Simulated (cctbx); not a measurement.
## Resonant diffraction in HoAl4Cd

Space group Cmcm (no. 63), a = 4.1730 Å, b = 16.0120 Å, c = 6.8790 Å, α = 90.00°, β = 90.00°, γ = 90.00°.

```
atom  mult.    x       y       z  Ueq (Å²)
 Ho1      4    0  0.8835     3/4    0.0214
 Cd1      4  1/2  0.7271     3/4    0.0211
 Al1      8    0  0.6896  0.5507    0.0455
 Al2      4    0  0.9192     1/4    0.0283
 Al3      4  1/2       0     1/2    0.0374
```

The model is made up (kin elements in a known structure type, no relaxation), so it says nothing on whether the phase exists.

Calculated with cctbx: free-atom f′ and f″ from the Sasaki tables, no fine structure; amplitudes in electrons.

```csv
E (eV),F 1 1 2,F 0 2 0,F 1 3 1,F 2 0 0
7471,239.7,150.3,249.4,415.0
7821,234.2,151.1,243.5,407.8
7951,229.8,151.7,238.6,402.0
8011,225.8,152.3,234.1,396.7
8041,221.7,152.9,229.5,391.3
8056,217.6,153.5,225.0,386.0
8063,214.1,154.1,221.0,381.3
8067,210.3,154.7,216.8,376.4
8075,210.6,154.7,218.4,377.0
8079,215.3,153.9,223.6,383.2
8086,219.4,153.3,228.1,388.5
8101,223.7,152.6,232.9,394.1
8131,227.9,152.0,237.5,399.7
8221,233.2,151.1,243.4,406.6
8471,237.5,150.4,248.1,412.2
```

**Question.** Which edge is crossed, and why do the reflections move as they do?

The L3 edge of Ho. The edge is at 8071 eV. f′ of Ho falls from -11.9 e at 7951 eV to -19.0 e at 4 eV below it, and f″ steps from 3.69 to 10.57 e across it. Over that approach |F| changes by -8 % (1 1 2), +2 % (0 2 0), -9 % (1 3 1) and -6 % (2 0 0): a reflection falls where Ho scatters in phase with the total and rises where it scatters against it; it hardly moves where the Ho term is small or cancels by symmetry. Above the edge the larger f″ enters the imaginary part, where it can add to or cancel the other atoms' f″. The structure is centrosymmetric, so Friedel mates stay equal.

[Logs are printed without paths, hosts, clocks, repeated set-up lines and the standing remarks that a program may print on its own settings, such as how far it seeks lower states.]
